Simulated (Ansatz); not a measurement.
# How Pt(110) screens a field

Aim: image plane and induced charge of Pt(110).

Calculated with Ansatz 0.2.0; plane-wave DFT, LDA, Ansatz PAW.

Report form: inputs, costs, results and the conclusion, without the logs.

## (1) The starting structure

The cell holds 7 atoms: 7 Pt. Cell: a = 3.920 Å, b = 2.772 Å, c = 26.316 Å, α = 90.0°, β = 90.0°, γ = 90.0°. Vacuum lies along c.

## (2) Atoms held, field 0

A sawtooth potential applies the field, turning back in the middle of the vacuum. With the dipole correction the typed value is the field outside the slab. The induced dipole is small, so the SCF threshold is tight.

The input, input.yaml:

```yaml
crystal:
  lattice:
    - [3.92, 0.0, 0.0]
    - [0.0, 2.7718585823, 0.0]
    - [0.0, 0.0, 26.3155757468]
  atoms:
    - { symbol: Pt, position: [0.0, 0.0, 0.3420027776] }
    - { symbol: Pt, position: [0.5, 0.5, 0.3946685184] }
    - { symbol: Pt, position: [0.0, 0.0, 0.4473342592] }
    - { symbol: Pt, position: [0.5, 0.5, 0.5] }
    - { symbol: Pt, position: [0.0, 0.0, 0.5526657408] }
    - { symbol: Pt, position: [0.5, 0.5, 0.6053314816] }
    - { symbol: Pt, position: [0.0, 0.0, 0.6579972224] }
kpoints:
  mp_grid: { grid: [14, 18, 1] }
hamiltonian:
  xc: lda
scf:
  occupations: { method: fermi_dirac, width: 0.1 }
  convergence: { dr2_threshold: 1.0e-10 }
efield:
  axis: 3
  dipole_correction: true
  ramp_position: 0.97
  ramp_width: 0.06
  amplitude: 0
output:
  forces: true
  write_potential: true
  write_density: true
  volumetric_format: npy
```

Launch:

```sh
$ ansatz run input.yaml --threads 4 --pin off --max-ram 6144MiB --backend cpu --events-out ev --progress --plain --runs-dir out
```

It took 31 s on 4 threads of Intel Xeon 6975P-C (Granite Rapids), shared host; peak memory 1.5 GiB; 2 min of CPU time.

This step gave:

- energy at zero smearing: -85711.1988 eV
- work function, upper face: 5.628 eV
- dipole along the normal: -1.91e-8 e·Å

Running mean over 1.386 Å of the planar mean; the ramp of the sawtooth is left out. The electron's electrostatic potential energy less the Fermi level by z:

```csv
z (Å),electron's electrostatic potential energy less the Fermi level (eV)
3.5,5.63
4.0,5.63
4.5,5.63
5.0,5.63
5.5,5.62
6.0,5.61
6.5,5.56
7.0,5.34
7.5,4.36
8.0,0.601
8.5,-5.53
9.0,-9.97
9.5,-11.3
10.0,-11.7
10.5,-11.9
11.0,-12.0
11.5,-12.1
12.0,-12.1
12.5,-12.1
13.0,-12.1
13.5,-12.1
14.0,-12.1
14.5,-12.1
15.0,-12.1
15.5,-12.0
16.0,-11.8
16.5,-11.6
17.0,-11.0
17.5,-8.74
18.0,-3.23
18.5,2.41
19.0,4.91
19.5,5.45
20.0,5.59
20.5,5.62
21.0,5.63
21.5,5.63
22.0,5.63
22.5,5.63
23.0,5.63
```

Force by atom:

```csv
atom,x (eV/Å),y (eV/Å),z (eV/Å),size
Pt1,0.00,0.00,1.36,1.36
Pt2,0.00,0.00,-0.96,0.96
Pt3,0.00,0.00,-0.02,0.02
Pt4,0.00,0.00,0.00,0.00
Pt5,0.00,0.00,0.02,0.02
Pt6,0.00,0.00,0.96,0.96
Pt7,0.00,0.00,-1.36,1.36
```

The work function of the upper face is 5.63 eV.

## (3) Atoms held, field 0.05 V/Å

input.yaml: that of step 2 with these lines changed.

```diff
@@ -25,3 +25,3 @@
   ramp_width: 0.06
-  amplitude: 0
+  amplitude: 0.05
 output:
```

The job ended after 36 s (4 threads; peak memory 1.5 GiB; 2.4 min of CPU time).

The dipole is 0.0334 e·Å.

## (4) Atoms held, field -0.05 V/Å

input.yaml: that of step 3 with these lines changed.

```diff
@@ -25,3 +25,3 @@
   ramp_width: 0.06
-  amplitude: 0.05
+  amplitude: -0.05
 output:
```

Run time: 37 s. Hardware: 4 threads; peak memory 1.5 GiB; 2.4 min of CPU time.

The dipole is -0.0334 e·Å.

## (5) Atoms held, field 0.1 V/Å

input.yaml: that of step 4 with these lines changed.

```diff
@@ -25,3 +25,3 @@
   ramp_width: 0.06
-  amplitude: -0.05
+  amplitude: 0.1
 output:
```

It took 34 s on 4 threads; peak memory 1.5 GiB; 2.2 min of CPU time.

The dipole is 0.0669 e·Å.

## (6) Single point, field -0.1 V/Å

input.yaml: that of step 5 with these lines changed.

```diff
@@ -25,3 +25,3 @@
   ramp_width: 0.06
-  amplitude: 0.1
+  amplitude: -0.1
 output:
```

Run time: 35 s. Hardware: 4 threads; peak memory 1.5 GiB; 2.3 min of CPU time.

The dipole is -0.0669 e·Å.

## (7) Atoms held, field 0.2 V/Å

input.yaml: that of step 6 with these lines changed.

```diff
@@ -25,3 +25,3 @@
   ramp_width: 0.06
-  amplitude: -0.1
+  amplitude: 0.2
 output:
```

Elapsed: 35 s, on 4 threads; peak memory 1.4 GiB.

The dipole is 0.134 e·Å.

## (8) Atoms held, field -0.2 V/Å

input.yaml: that of step 7 with these lines changed.

```diff
@@ -25,3 +25,3 @@
   ramp_width: 0.06
-  amplitude: 0.2
+  amplitude: -0.2
 output:
```

The job ended after 35 s (4 threads; peak memory 1.5 GiB).

The dipole is -0.134 e·Å.

## (9) Atoms held, field 0.4 V/Å

input.yaml: that of step 8 with these lines changed.

```diff
@@ -25,3 +25,3 @@
   ramp_width: 0.06
-  amplitude: -0.2
+  amplitude: 0.4
 output:
@@ -31 +31,2 @@
   volumetric_format: npy
+  elf: true
```

Run time: 37 s. Hardware: 4 threads; peak memory 1.5 GiB; 2.4 min of CPU time.

Running mean over 1.386 Å of the planar mean, with the applied field; the ramp of the sawtooth is left out. Electron's electrostatic potential energy less the Fermi level against z:

z (Å), electron's electrostatic potential energy less the Fermi level (eV) and a bar from the least value:
```
      3.5        4.0 #########################
      4.0        4.2 #########################
      4.5        4.4 #########################
      5.0        4.6 ##########################
      5.5        4.8 ##########################
      6.0        5.0 ##########################
      6.5        5.1 ###########################
      7.0        5.1 ##########################
      7.5        4.2 #########################
      8.0        0.6 ####################
      8.5       -5.5 ##########
      9.0      -10.0 ###
      9.5      -11.3 #
     10.0      -11.7 #
     10.5      -11.9 
     11.0      -12.0 
     11.5      -12.1 
     12.0      -12.1 
     12.5      -12.1 
     13.0      -12.1 
     13.5      -12.1 
     14.0      -12.1 
     14.5      -12.1 
     15.0      -12.1 
     15.5      -12.0 
     16.0      -11.8 
     16.5      -11.6 #
     17.0      -11.0 ##
     17.5       -8.7 #####
     18.0       -3.2 ##############
     18.5        2.5 ######################
     19.0        5.1 ###########################
     19.5        5.8 ############################
     20.0        6.1 ############################
     20.5        6.3 ############################
     21.0        6.5 #############################
     21.5        6.7 #############################
     22.0        7.0 #############################
     22.5        7.2 ##############################
     23.0        7.4 ##############################
```

The dipole is 0.268 e·Å.

## (10) The response

This step: plane-wave DFT, LDA, Ansatz PAW; screening of a field by a metal slab (Ansatz 0.2.0).

The dipoles give the slope, and the difference of two potentials shows where the field is screened.

Numbers from this step:

```
equivalent conductor thickness p/(ε₀AE)      : 11.14 Å
distance between the outer atoms             : 8.316 Å
inner field over outer field                 : -0.005605
image plane, upper face                      : 1.350 Å
induced electrons on the upper face over ε₀E : -1.011
image plane, lower face                      : 1.350 Å
induced electrons on the lower face over ε₀E : 1.011
```

Table of dipole of the cell by applied field:

```csv
applied field (V/Å),dipole of the cell (e·Å)
-0.200,-0.134
-0.100,-0.0669
-0.050,-0.0334
0.000,0
0.050,0.0334
0.100,0.0669
0.200,0.134
0.400,0.268
```

Local field over the applied field, running mean. From the potentials at -0.05 and 0.05 V/Å; running mean over 1.386 Å. Local field over applied field against z:

| z (Å) | local field over applied field |
| --- | --- |
| 4.5 | 0.999 |
| 5.0 | 0.997 |
| 5.5 | 0.990 |
| 6.0 | 0.971 |
| 6.5 | 0.920 |
| 7.0 | 0.805 |
| 7.5 | 0.586 |
| 8.0 | 0.307 |
| 8.5 | 0.0913 |
| 9.0 | 0.00210 |
| 9.5 | -0.00311 |
| 10.0 | 0.00469 |
| 10.5 | 0.00630 |
| 11.0 | 0.00414 |
| 11.5 | 0.00301 |
| 12.0 | 0.00298 |
| 12.5 | -0.00217 |
| 13.0 | -0.00725 |
| 13.5 | -0.00568 |
| 14.0 | 1.8e-4 |
| 14.5 | 0.00338 |
| 15.0 | 0.00305 |
| 15.5 | 0.00489 |
| 16.0 | 0.00654 |
| 16.5 | 0.00165 |
| 17.0 | -0.00415 |
| 17.5 | 0.0197 |
| 18.0 | 0.159 |
| 18.5 | 0.408 |
| 19.0 | 0.680 |
| 19.5 | 0.857 |
| 20.0 | 0.944 |
| 20.5 | 0.980 |
| 21.0 | 0.993 |
| 21.5 | 0.998 |
| 22.0 | 0.999 |

Electrons, planar mean, per unit field. The induced electron density by z:

| z (Å) | induced electron density (e/Å³ per V/Å) |
| --- | --- |
| 4.5 | 9.2e-6 |
| 5.0 | 2.9e-5 |
| 5.5 | 8.7e-5 |
| 6.0 | 2.5e-4 |
| 6.5 | 6.7e-4 |
| 7.0 | 0.00160 |
| 7.5 | 0.00317 |
| 8.0 | 0.00425 |
| 8.5 | 8.6e-4 |
| 9.0 | 3.8e-4 |
| 9.5 | -1.4e-4 |
| 10.0 | -1.5e-4 |
| 10.5 | 1.1e-4 |
| 11.0 | 7.6e-5 |
| 11.5 | -1.6e-4 |
| 12.0 | -2.2e-5 |
| 12.5 | 1.7e-4 |
| 13.0 | 4.2e-5 |
| 13.5 | -7.7e-5 |
| 14.0 | -1.2e-4 |
| 14.5 | -8.1e-5 |
| 15.0 | 1.0e-4 |
| 15.5 | -1.2e-4 |
| 16.0 | -1.6e-5 |
| 16.5 | 1.5e-4 |
| 17.0 | 3.3e-4 |
| 17.5 | -1.8e-4 |
| 18.0 | -0.00262 |
| 18.5 | -0.00411 |
| 19.0 | -0.00253 |
| 19.5 | -0.00118 |
| 20.0 | -4.7e-4 |
| 20.5 | -1.7e-4 |
| 21.0 | -5.8e-5 |
| 21.5 | -1.9e-5 |
| 22.0 | -6.1e-6 |

By hand: between -0.05 and 0.05 V/Å the dipole changes by 0.06689 e·Å, a slope of 0.6689 e·Å²/V. A perfect conductor of thickness t has p = ε₀AEt, so t = 180.95 × 0.6689 / 10.866 = 11.14 Å (e/ε₀ = 180.95 V·Å, A in Å²). Less the 8.32 Å between the outer atoms, and halved, that puts each image plane 1.41 Å out.

The induced dipole is that of a conductor 11.14 Å thick.

## (11) Varying the input: efield.ramp_width = 0.04

This step: plane-wave DFT, LDA, Ansatz PAW (Ansatz 0.2.0).

A run with a changed input: it repeats the earlier run at 0.05 V/Å with efield.ramp_width from 0.06 to 0.04.

input.yaml: that of step 9 with these lines changed.

```diff
@@ -24,4 +24,4 @@
   ramp_position: 0.97
-  ramp_width: 0.06
-  amplitude: 0.4
+  ramp_width: 0.04
+  amplitude: 0.05
 output:
@@ -31,2 +31 @@
   volumetric_format: npy
-  elf: true
```

Wall time 39 s (4 threads); peak memory 1.5 GiB; 2.5 min of CPU time.

Read from the output:

```
energy at zero smearing : -85711.1997 eV
dipole along the normal : 0.03344 e·Å
```

Force by atom:

```
atom  x (eV/Å)  y (eV/Å)  z (eV/Å)  size
 Pt1      0.00      0.00      1.36  1.36
 Pt2      0.00      0.00     -0.96  0.96
 Pt3      0.00      0.00     -0.02  0.02
 Pt4      0.00      0.00      0.00  0.00
 Pt5      0.00      0.00      0.02  0.02
 Pt6      0.00      0.00      0.96  0.96
 Pt7      0.00      0.00     -1.36  1.36
```

```
                     quantity  this run  earlier run  difference
dipole along the normal (e·Å)   0.03344      0.03344      3.0e-8
```

The dipole moves by under 0.5 % or 5e-5 e·Å.

## (12) A changed input

Another changed input: it repeats the earlier run at 0.05 V/Å with efield.ramp_width from 0.06 to 0.04 and efield.dipole_correction from true to false.

input.yaml: that of step 11 with these lines changed.

```diff
@@ -22,3 +22,3 @@
   axis: 3
-  dipole_correction: true
+  dipole_correction: false
   ramp_position: 0.97
```

It took 33 s on 4 threads; peak memory 1.5 GiB; 2.1 min of CPU time.

```csv
quantity,this run,earlier run,difference
dipole along the normal (e·Å),0.05799,0.03344,0.025
```

With the dipole correction off, the periodic images add a field of their own to the typed one.

It moves by +0.0245 e·Å.

These numbers are not those of the isolated slab.

## (13) Summary of results

```yaml
work_function: 5.63 eV
image_plane_upper_face: 1.35 Å
induced_electrons_on_the_upper_face_over_eps_0e: -1.01
equivalent_conductor_thickness_p_eps_0ae: 11.1 Å
inner_field_over_outer_field: -0.00560
```

**Reading.** The induced charge has its centre 1.35 Å outside the outermost atoms; this is the plane from which a capacitor's gap or an image potential counts. The equivalent conductor thickness exceeds the distance between the outer atoms by 2.82 Å, about the sum of the two image-plane distances. In the middle of the slab the field is screened to under 2 % of its outer value. The atoms are held at bulk positions with the tabulated experimental lattice constant.

[Long decimals in the printed logs are rounded to 6 places.]

[Logs are printed without paths, hosts, clocks, repeated set-up lines and the standing remarks that a program may print on its own settings, such as how far it seeks lower states.]

[Hosts, paths, dates, database ids (printed as entryN), source tags and the programs' standing remarks are cut or masked in the printed files.]

[Maps of the electrostatic potential energy from Ansatz leave out the sawtooth potential of an applied field or a dipole correction, so their vacuum need not be flat; planar profiles and work functions include it.]
